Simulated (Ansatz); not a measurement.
Planning a run of Ansatz 0.2.0 on AgCl (Fm-3m). The input:

```yaml
crystal:
  lattice:
    - [0.0, 2.7985, 2.7985]
    - [2.7985, 0.0, 2.7985]
    - [2.7985, 2.7985, 0.0]
  atoms:
    - { symbol: Ag, position: [0.0, 0.0, 0.0] }
    - { symbol: Cl, position: [0.5, 0.5, 0.5] }
  host: atoms
kpoints:
  mp_grid: { grid: [4, 4, 4] }
  band_path:
    path:
      - [0.0, 0.0, 0.0]
      - [0.5, 0.0, 0.5]
      - [0.625, 0.25, 0.625]
      - [0.375, 0.375, 0.75]
      - [0.5, 0.5, 0.5]
      - [0.5, 0.25, 0.75]
      - [0.0375, 0.0375, 0.075]
    npoints: 1
hamiltonian:
  xc:
    exchange: pbe
    correlation: pbe
    exx: { coeff: inverse_dielectric }
scf:
  occupations: { method: fixed }
  n_extra_bands: 4
output:
  eigenvalues: true
```

```sh
ansatz run input.yaml --threads 3 --pin off --max-ram 92160MiB --backend cuda --events-out ev --progress --plain --runs-dir out --devices 1 --max-vram 13GiB  # rebuilt from the run's record
```

Question: How long will it take on 1 × NVIDIA H100 80GB HBM3 (shared by 6 runs) with 3 threads of AMD EPYC 7R13 (Zen 3), shared host, and how much memory?

It took 22 s; on shared hardware allow 11 s to 44 s. Peak host memory was 1.1 GiB. The sizes that set the cost: 869 plane waves a state, 8 irreducible k points and 11 SCF cycles.

Exact exchange couples every pair of k points and filled bands, so it costs far more than a semilocal run.

[Paths, hosts, dates, memory and timing lines, banners, echoed tables and standing remarks are left out of the program output.]

[Logs are printed without paths, hosts, clocks, repeated set-up lines and the standing remarks that a program may print on its own settings, such as how far it seeks lower states.]

[Runs of the session that timed out or met a known fault of the program may be left out.]

[Cells called generated may have been cut or substituted from an entry of the Crystallography Open Database or the Materials Project.]

[Hosts, paths, dates, database ids (printed as entryN), source tags and the programs' standing remarks are cut or masked in the printed files.]
